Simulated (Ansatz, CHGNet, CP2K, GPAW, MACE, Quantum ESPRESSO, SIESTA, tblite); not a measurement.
## GPAW runs on glassy 77ZrO2-23SiO2 (mol %) (90 atoms)

Aim: run glassy 77ZrO2-23SiO2 (mol %) (90 atoms) in GPAW and see how near its forces come to a plane-wave reference, and at what cost.

Program: GPAW 26.7.0. Level of theory: the method is named at each step. Values are calculated unless marked as measured.

### Step 1. The system as given

The cell holds 90 atoms: 23 Zr, 7 Si and 60 O. Cell: a = 10.551 Å, b = 10.551 Å, c = 10.551 Å, α = 90.0°, β = 90.0°, γ = 90.0°. 90 atoms (23 Zr, 7 Si, 60 O) placed at random at 4.39 g/cm³, melted at 4000 K for 10 ps at fixed volume with the Morse and Coulomb pair potential with partial charges (Pedone, Malavasi, Menziani, Cormack and Segre, J. Phys. Chem. B 110, 11780 (2006)). Quenched from 1800 K to 300 K at 50 K/ps and fixed volume, held 10 ps at zero pressure, then minimised at fixed cell. Then every atom was moved at random, 0.03 Å r.m.s. a Cartesian component.

The yardstick, on the same geometry:

```
method                                           : Kohn-Sham DFT, PBE, SSSP efficiency 1.3.0 pseudopotentials, plane waves (Quantum ESPRESSO 7.5); sssp-pbe-1.3.0-efficiency, cutoffs 60/480 Ry, Γ point
r.m.s. force component                           : 1.335 eV/Å
longest force                                    : 7.467 eV/Å
pressure                                         : 2.401 GPa
gap (highest filled to lowest empty level) : 3.207 eV
time                                             : 4.2 min on 4 MPI ranks of Arm Neoverse V1, shared host
CPU time                                         : 17 min
```

### Step 2. PBE, LCAO dzp, h 0.18 Å

Method: Kohn-Sham DFT, PBE, PAW, atomic orbitals (dzp).

The input, run.py:

```python
import numpy as np
from ase.io import read
from gpaw import GPAW, FermiDirac

atoms = read("structure.xyz")
atoms.calc = GPAW(
    mode="lcao",
    basis="dzp",
    h=0.18,
    xc="PBE",
    kpts={"size": (1, 1, 1), "gamma": True},
    occupations=FermiDirac(0.05),
    maxiter=200,
    symmetry={"point_group": False},
    txt="gpaw.txt",
)
energy = atoms.get_potential_energy(force_consistent=True)
forces = atoms.get_forces()
print(f"energy {energy:.6f} eV")
print("forces (eV/A)")
for i, (a, f) in enumerate(zip(atoms, forces)):
    print(f"{i:4d} {a.symbol:2s} {f[0]:10.5f} {f[1]:10.5f} {f[2]:10.5f}")
print(f"Fermi level {atoms.calc.get_fermi_level():.4f} eV")
for k in range(len(atoms.calc.get_ibz_k_points())):
    for s in range(atoms.calc.get_number_of_spins()):
        e = atoms.calc.get_eigenvalues(kpt=k, spin=s)
        n = np.searchsorted(e, atoms.calc.get_fermi_level())
        print(f"k {k} spin {s} levels about the Fermi level:", np.round(e[max(n - 6, 0):n], 4).tolist(), "|", np.round(e[n:n + 6], 4).tolist())
```

The input, structure.xyz:

```xyz
90
Lattice="10.55091 0.00000 0.00000 0.00000 10.55091 0.00000 0.00000 0.00000 10.55091" Properties=species:S:1:pos:R:3 pbc="T T T"
Zr 1.36560 6.98196 1.93947
Zr 10.29463 2.10638 3.37925
Zr 2.44232 5.41346 5.24612
Zr 4.57667 6.88816 2.91258
Zr 0.90970 10.43295 1.19384
Zr 6.65488 6.36146 5.46115
Zr 4.04448 6.47256 7.92468
Zr 9.95510 3.73323 6.62059
Zr 9.71412 7.46540 6.57068
Zr 9.76993 7.89176 10.17350
Zr 6.86231 8.69268 7.86908
Zr 3.83779 4.46388 0.57650
Zr 4.07497 8.87363 10.45901
Zr 4.51579 9.79800 5.33749
Zr 8.30462 0.48640 5.75056
Zr 1.82109 8.86287 7.54559
Zr 8.50762 6.37834 2.94571
Zr 4.87610 1.07271 7.93312
Zr 0.61828 4.10874 0.43586
Zr 6.40693 6.43067 10.43158
Zr 10.24757 1.51690 8.88904
Zr 8.15701 3.61791 0.39070
Zr 6.72283 9.11852 2.60407
Si 4.33632 2.43093 4.61138
Si 2.43631 3.44835 8.17833
Si 0.96277 9.66843 4.57371
Si 6.73792 4.26732 7.81126
Si 7.24162 3.26097 3.64017
Si 3.27205 1.27866 2.05110
Si 8.45212 0.44071 0.72664
O 7.75808 6.87160 7.26103
O 10.32607 0.35683 4.65010
O 0.34143 3.31868 4.80003
O 8.40981 1.67506 10.23850
O 6.53281 0.09791 6.94988
O 9.23890 1.75208 7.06763
O 3.30750 7.42594 1.29312
O 5.44026 7.72749 8.93662
O 4.65369 5.89543 4.77355
O 9.83187 3.46735 1.73784
O 4.54438 1.35484 5.81482
O 3.00226 10.45120 1.13538
O 6.57111 7.09981 3.39359
O 4.14725 1.40000 3.39739
O 0.07850 7.79121 8.36044
O 0.10298 6.13398 0.37160
O 2.78280 7.17947 6.55845
O 8.57557 8.13475 1.86224
O 0.20152 5.70256 6.34405
O 5.69390 8.17801 6.21828
O 4.61085 5.37970 9.66368
O 0.94410 2.97842 7.78341
O 7.03081 4.69178 9.42112
O 9.52009 10.07506 10.35044
O 2.27119 4.11032 9.69797
O 8.67897 9.36214 6.89523
[... 30 atom lines left out ...]
O 2.48569 10.05407 4.94247
O 5.71237 5.26311 7.16839
O 3.74336 9.96027 7.26662
O 0.99105 10.53793 8.34260
```

Launch:

```bash
OMP_NUM_THREADS=1 python run.py > output.txt
```

Standard output:

```text
energy -747.168707 eV
forces (eV/A)
   0 Zr   -0.36743    0.11002    0.78410
   1 Zr    1.12555   -0.35911   -0.36981
   2 Zr    0.46219    0.06123   -0.81552
   3 Zr   -1.83422    0.18218    0.36393
   4 Zr   -2.16496    1.94960    0.44880
   5 Zr    0.05150   -0.20086    0.41106
   6 Zr    1.23353   -0.40301    0.28010
   7 Zr   -0.17074    0.97694   -1.96589
   8 Zr   -2.94448   -1.06525   -1.80046
   9 Zr   -0.61822   -0.49601    1.34015
  10 Zr    0.92859    1.83628   -0.78915
  11 Zr   -2.79419   -3.03860    2.06843
  12 Zr    0.94439    0.45815    0.28223
  13 Zr    0.56778    1.25570   -0.16163
  14 Zr   -1.31048   -1.71902   -0.31584
  15 Zr    1.53357    2.51154    0.48925
  16 Zr    3.49687    0.47310   -1.38791
  17 Zr    1.87573    0.58821    1.05486
  18 Zr    1.50958   -0.16931   -0.82746
  19 Zr    0.30358   -0.00465    0.76078
  20 Zr    1.06379   -1.40271    2.27915
  21 Zr   -0.85259    0.78951   -0.00941
  22 Zr    1.95776    0.57820    1.26531
  23 Si    1.71267    0.13552    0.53864
[...]
82 O     0.88682    0.59782    0.33546
  83 O    -0.21854   -0.48861   -0.77884
  84 O    -0.68967    0.16540   -0.15432
  85 O     0.23700    0.50412   -0.42680
  86 O     1.65929    0.17125    0.62967
  87 O    -2.88086    3.31114   -1.79387
  88 O    -0.86434   -1.26431    0.43977
  89 O    -0.23116   -0.24609   -0.03348
Fermi level 6.3982 eV
k 0 spin 0 levels about the Fermi level: [4.6969, 4.7453, 4.8339, 4.9174, 4.9485, 4.9688] | [8.0122, 8.0653, 8.1485, 8.241, 8.3031, 8.3411]
```

gpaw.txt:

```text
Input parameters:
  mode=LCAO(),
  basis={'default': 'dzp'},
  h=0.18,
  kpts=MonkhorstPack(size=(1, 1, 1), gamma=True),
  maxiter=200,
  occupations=Occupations(name='fermi-dirac', width=0.05, fixmagmom=False),
  symmetry=Symmetry(point_group=False),
  xc=XC(name='PBE')
Unit cell  # Å
| periodic |         x |         y |         z |   lengths |    angles |
|----------|-----------|-----------|-----------|-----------|-----------|
|      yes | 10.550910 |  0.000000 |  0.000000 | 10.550910 | 90.000000 |
|      yes |  0.000000 | 10.550910 |  0.000000 | 10.550910 | 90.000000 |
|      yes |  0.000000 |  0.000000 | 10.550910 | 10.550910 | 90.000000 |
Number of symmetries: 1
Symmetry operations  # r_c * U_cc + t_c -> r_c
|   | kind |            matrix            |
|---|------|------------------------------|
| 0 |  E   |  1, 0, 0,  0, 1, 0,  0, 0, 1 |
BZ-sampling:
  Number of BZ points: 1
  Number of IBZ points: 1
  Monkhorst-Pack size: [1, 1, 1]
  Monkhorst-Pack shift: [0, 0, 0]
[... lines left out ...]
  MSR1-Mixer
occupation numbers:
  Fermi-Dirac:
    width: 0.0500  # eV
FastPoissonSolver using
    Stencil: 6*3+1=19 point O(h^6) finite-difference Laplacian
xc functional:
  name: PBE with 2 nearest neighbor stencil
interpolation: tri-quintic # 5. degree polynomial
Initialization done in: 17.406 s
convergence criteria:
- Maximum [total energy] change in last 3 cyles: 0.0005 eV / valence electron
- Maximum integral of absolute [dens]ity change: 0.0001 electrons / valence electron
- Maximum integral of absolute [eigenst]ate change: 4e-08 eV^2 / valence electron
maximum number of iterations: 200
SCF iterations
|iter     |      energy | eigst |  dens |
|---------|-------------|-------|-------|
|iter:   1| -823.980446 |      c|       |
|iter:   2| -801.587823 |      c| -0.85 |
|iter:   3| -747.582400 |      c| -0.91 |
|iter:   4| -747.080407 |      c| -1.51 |
|iter:   5| -747.369157 |      c| -1.74 |
|iter:   6| -747.184281c|      c| -2.11 |
|iter:   7| -747.170295c|      c| -2.71 |
|iter:   8| -747.169001c|      c| -3.14 |
|iter:   9| -747.168730c|      c| -3.47 |
|iter:  10| -747.168705c|      c| -3.96 |
|iter:  11| -747.168707c|      c| -4.23c|
Converged in 11 steps
SCF loop duration: 440.165 s (40.015 s/step)
Energy contributions relative to reference atoms: (reference = -2429207.686230)
Energy contributions:
  Kinetic:         910.515066
  Coulomb:        -946.377612
  Zero:              7.392268
  External:          0.000000
  Xc:             -718.698430
  Entropy:          -0.000000
  Spinorbit:         0.000000
  ----------------------------
  Free energy:    -747.168707
  Extrapolated:   -747.168707
dipole moment: (23.409376, 51.428553, 18.297493)  # |e|*Ang
Fermi level: 6.398
Eigenvalues  # (at kpt = [0.000, 0.000, 0.000])
| band index |      eig [eV] | occ [0-2] |
|------------|---------------|-----------|
|          0 |       -44.099 |     2.000 |
|        ... |               |           |
|        324 |         4.555 |     2.000 |
|        325 |         4.583 |     2.000 |
[...]
|        339 |         8.388 |     0.000 |
|        ... |               |           |
|        402 |        10.815 |     0.000 |
Gap: 3.043 eV
Transition (v -> c):
  (s=0, k=0, n=331, [0.00, 0.00, 0.00]) -> (s=0, k=0, n=332, [0.00, 0.00, 0.00])
No difference between direct/indirect transitions
Force computation time: 103.545  # s
timing:  # [seconds]
  Total:  561.154  # ━━━━━━━━━━━━━━━━━━━━━━━━━━━━━━━━━━━━━━━━━━━━━━━━━━━━━━━━
  Init:    17.405  # ━╸
  SCF:    440.165  # ━━━━━━━━━━━━━━━━━━━━━━━━━━━━━━━━━━━━━━━━━━━━
  Forces: 103.545  # ━━━━━━━━━━╸
```

The job ended after 9.4 min (1 thread of Arm Neoverse V1, shared host; peak memory 2.2 GiB).

Banners and routine set-up lines are dropped from the logs; longer cuts are marked.

Against the reference:

```
r.m.s. force component                           : 1.491 eV/Å
r.m.s. difference of force components            : 257.8 meV/Å
longest difference of force vectors              : 1025 meV/Å
force difference over r.m.s. force               : 19.3 %
slope of forces against the reference's          : 1.104
correlation of force components                  : 0.9894
gap (highest filled to lowest empty level) : 3.043 eV
gap difference                                   : -0.1637 eV
```

Length of the force difference by element (eV/Å):

| element | atoms | mean | most |
| --- | --- | --- | --- |
| O | 60 | 0.43 | 1.0 |
| Si | 7 | 0.28 | 0.37 |
| Zr | 23 | 0.26 | 0.47 |

Levels nearest the highest filled one (eV from it): -0.27, -0.22, -0.13, -0.05, -0.02, 0.00, 3.04, 3.10, 3.18, 3.27, 3.33, 3.37.

Local excerpt of 14 atoms (numbers count through the whole input) about Si24, one of the 7 Si atoms; x, y, z are measured from there.

| atom | x | y | z | distance (Å) | bonds | Fx | Fy | Fz (eV/Å) |
| --- | --- | --- | --- | --- | --- | --- | --- | --- |
| Si24 | 0.00 | 0.00 | 0.00 | 0.00 | 4 | 1.71 | 0.14 | 0.54 |
| O59 | -1.07 | 1.14 | 0.10 | 1.57 | 2 | -2.49 | 2.15 | 0.46 |
| O44 | -0.19 | -1.03 | -1.21 | 1.60 | 2 | 0.54 | -2.63 | -1.00 |
| O83 | 1.49 | 0.62 | -0.20 | 1.62 | 2 | 0.89 | 0.60 | 0.34 |
| O41 | 0.21 | -1.08 | 1.20 | 1.63 | 3 | -0.23 | -0.69 | 0.95 |
| Si29 | -1.06 | -1.15 | -2.56 | 3.00 | 4 | -2.34 | 0.26 | 0.77 |
| Si28 | 2.91 | 0.83 | -0.97 | 3.17 | 4 | -0.11 | 0.55 | 5.18 |
| Zr14 | 0.18 | -3.18 | 0.73 | 3.27 | 7 | 0.57 | 1.26 | -0.16 |
| O87 | -1.85 | -2.93 | 0.33 | 3.48 | 2 | 1.66 | 0.17 | 0.63 |
| O39 | 0.32 | 3.46 | 0.16 | 3.48 | 3 | 0.13 | 0.28 | 0.39 |
| O65 | -0.66 | 0.09 | -3.43 | 3.50 | 2 | 1.20 | 1.86 | -1.92 |
| O67 | -2.70 | -1.03 | -1.98 | 3.50 | 3 | -0.08 | 0.16 | 0.22 |
| Zr3 | -1.89 | 2.98 | 0.63 | 3.59 | 6 | 0.46 | 0.06 | -0.82 |
| Zr18 | 0.54 | -1.36 | 3.32 | 3.63 | 6 | 1.88 | 0.59 | 1.05 |

Atoms are counted from 1 here, from 0 in the log.

Forces lie 19 % from the reference's, at 0.56 times its CPU time (on 1 against 4 cores).

### Step 3. PBE, LCAO dzp, h 0.18 Å, other mixer settings

Method: Kohn-Sham DFT, PBE, PAW, atomic orbitals (dzp).

Edit run.py of step 2 so:

```diff
@@ -2,3 +2,4 @@
 from ase.io import read
-from gpaw import GPAW, FermiDirac
+from gpaw import GPAW, FermiDirac, Mixer
+from ase.parallel import parprint as print
 
@@ -12,2 +13,3 @@
     occupations=FermiDirac(0.05),
+    mixer=Mixer(0.1, 5, 50),
     maxiter=200,
```

structure.xyz is that of step 2.

Launch:

```bash
OMP_NUM_THREADS=1 mpirun -np 2 gpaw python run.py > output.txt
```

Standard output:

```text
energy -747.168702 eV
forces (eV/A)
   0 Zr   -0.36713    0.10692    0.78451
   1 Zr    1.12519   -0.35922   -0.36911
   2 Zr    0.46514    0.06317   -0.81518
   3 Zr   -1.83391    0.18415    0.36210
   4 Zr   -2.16755    1.94889    0.44991
   5 Zr    0.05231   -0.19963    0.41196
[...]
87 O    -2.87815    3.31086   -1.79390
  88 O    -0.86344   -1.26425    0.43724
  89 O    -0.22853   -0.24826   -0.03084
Fermi level 6.3482 eV
k 0 spin 0 levels about the Fermi level: [4.697, 4.7457, 4.8345, 4.9176, 4.9486, 4.9691] | [8.012, 8.0649, 8.1482, 8.2406, 8.3027, 8.3408]
```

gpaw.txt:

```text
Input parameters:
  mode=LCAO(),
  basis={'default': 'dzp'},
  h=0.18,
  kpts=MonkhorstPack(size=(1, 1, 1), gamma=True),
  maxiter=200,
[... lines left out ...]
  occupations=Occupations(name='fermi-dirac', width=0.05, fixmagmom=False),
[... lines left out ...]
  Fermi-Dirac:
[... lines left out ...]
convergence criteria:
- Maximum [total energy] change in last 3 cyles: 0.0005 eV / valence electron
[... lines left out ...]
Converged in 14 steps
[... lines left out ...]
  Free energy:    -747.168702
[... lines left out ...]
Fermi level: 6.348
[... lines left out ...]
|        ... |               |           |
|        324 |         4.555 |     2.000 |
|        325 |         4.583 |     2.000 |
[...]
|        339 |         8.388 |     0.000 |
|        ... |               |           |
|        402 |        10.815 |     0.000 |
Gap: 3.043 eV
Transition (v -> c):
  (s=0, k=0, n=331, [0.00, 0.00, 0.00]) -> (s=0, k=0, n=332, [0.00, 0.00, 0.00])
No difference between direct/indirect transitions
Force computation time: 50.781  # s
```

Elapsed: 5.9 min, on 2 MPI ranks; peak memory 2.5 GiB; 12 min of CPU time.

Compared with the plane-wave run:

```yaml
r_m_s_force_component: 1.491 eV/Å
r_m_s_difference_of_force_components: 257.2 meV/Å
longest_difference_of_force_vectors: 1026 meV/Å
force_difference_over_r_m_s_force: 19.26 %
slope_of_forces_against_the_reference_s: 1.104
correlation_of_force_components: 0.9894
spacing_of_highest_filled_and_lowest_empty_level: 3.043 eV
gap_difference: -0.1642 eV
energy_less_the_same_level_run_s: 0.0001 meV/atom
r_m_s_force_difference_from_the_same_level_run: 2.169 meV/Å
```

Against the first run (19 %), the force difference from the reference is 19 %, at 1.3 times the CPU time (on 2 against 1 cores): another solver or mixer reaches the same state.

### Step 4. PBE, LCAO szp(dzp), h 0.18 Å

Method: Kohn-Sham DFT, PBE, PAW, atomic orbitals (szp(dzp)).

Edit run.py of step 3 so:

```diff
@@ -2,4 +2,3 @@
 from ase.io import read
-from gpaw import GPAW, FermiDirac, Mixer
-from ase.parallel import parprint as print
+from gpaw import GPAW, FermiDirac
 
@@ -8,3 +7,3 @@
     mode="lcao",
-    basis="dzp",
+    basis="szp(dzp)",
     h=0.18,
@@ -13,3 +12,2 @@
     occupations=FermiDirac(0.05),
-    mixer=Mixer(0.1, 5, 50),
     maxiter=200,
```

structure.xyz is that of step 3.

Launch:

```bash
OMP_NUM_THREADS=1 python run.py > output.txt
```

Standard output:

```text
energy -725.880070 eV
forces (eV/A)
   0 Zr   -0.39126    0.36086    0.61836
   1 Zr    1.27013   -0.39742   -0.50757
   2 Zr    0.25758    0.02181   -0.63709
   3 Zr   -1.96455    0.24562    0.48372
   4 Zr   -2.37590    2.16360    0.31067
   5 Zr    0.15803   -0.49956    0.25355
[...]
87 O    -2.89298    3.32415   -1.78488
  88 O    -1.01250   -1.34458    0.51327
  89 O    -0.21241   -0.21041   -0.10971
Fermi level 6.6892 eV
k 0 spin 0 levels about the Fermi level: [4.9199, 4.9734, 5.0725, 5.1479, 5.1769, 5.2322] | [8.063, 8.1269, 8.2014, 8.2792, 8.3393, 8.3739]
```

gpaw.txt:

```text
Input parameters:
  mode=LCAO(),
  basis={'default': 'szp(dzp)'},
  h=0.18,
  kpts=MonkhorstPack(size=(1, 1, 1), gamma=True),
  maxiter=200,
  occupations=Occupations(name='fermi-dirac', width=0.05, fixmagmom=False),
[... lines left out ...]
  Fermi-Dirac:
[... lines left out ...]
convergence criteria:
- Maximum [total energy] change in last 3 cyles: 0.0005 eV / valence electron
[... lines left out ...]
Converged in 11 steps
[... lines left out ...]
  Free energy:    -725.880070
[... lines left out ...]
Fermi level: 6.689
[... lines left out ...]
|        ... |               |           |
|        402 |        11.085 |     0.000 |
Gap: 2.831 eV
Transition (v -> c):
  (s=0, k=0, n=331, [0.00, 0.00, 0.00]) -> (s=0, k=0, n=332, [0.00, 0.00, 0.00])
No difference between direct/indirect transitions
Force computation time: 66.586  # s
timing:  # [seconds]
  Total:  363.454  # ━━━━━━━━━━━━━━━━━━━━━━━━━━━━━━━━━━━━━━━━━━━━━━━━━━━━━━━━
  Init:    13.180  # ━━
  SCF:    283.653  # ━━━━━━━━━━━━━━━━━━━━━━━━━━━━━━━━━━━━━━━━━━━╸
  Forces:  66.586  # ━━━━━━━━━━╸
```

Elapsed: 6.1 min, on 1 thread; peak memory 2.1 GiB.

Compared with the plane-wave run:

| Item | Value |
| --- | --- |
| r.m.s. force component | 1.504 eV/Å |
| r.m.s. difference of force components | 298.6 meV/Å |
| longest difference of force vectors | 924.4 meV/Å |
| force difference over r.m.s. force | 22.36 % |
| slope of forces against the reference's | 1.109 |
| correlation of force components | 0.9849 |
| gap (highest filled to lowest empty level) | 2.831 eV |
| gap difference | -0.3763 eV |

This is a coarse setting, run to see what it loses.

Against the first run (19 %), the force difference from the reference is 22 %, at 0.65 times the CPU time, with 971 basis functions against 1538: the smaller basis costs accuracy.

(Part 1 of 2 ends here.)

[Long decimals in the printed logs are rounded to 6 places.]

[Also dropped from logs without a mark: lines with file paths, logging warnings of Python, QE's lines on negative density and diagonalisation, SIESTA's first energy breakdown, zero terms and Voronoi charges.]

[Logs are printed without paths, hosts, clocks, repeated set-up lines and the standing remarks that a program may print on its own settings, such as how far it seeks lower states.]

[Hosts, paths, dates, database ids (printed as entryN), source tags and the programs' standing remarks are cut or masked in the printed files.]

[Most failed runs of this program on this cell are left out, timed-out ones always.]
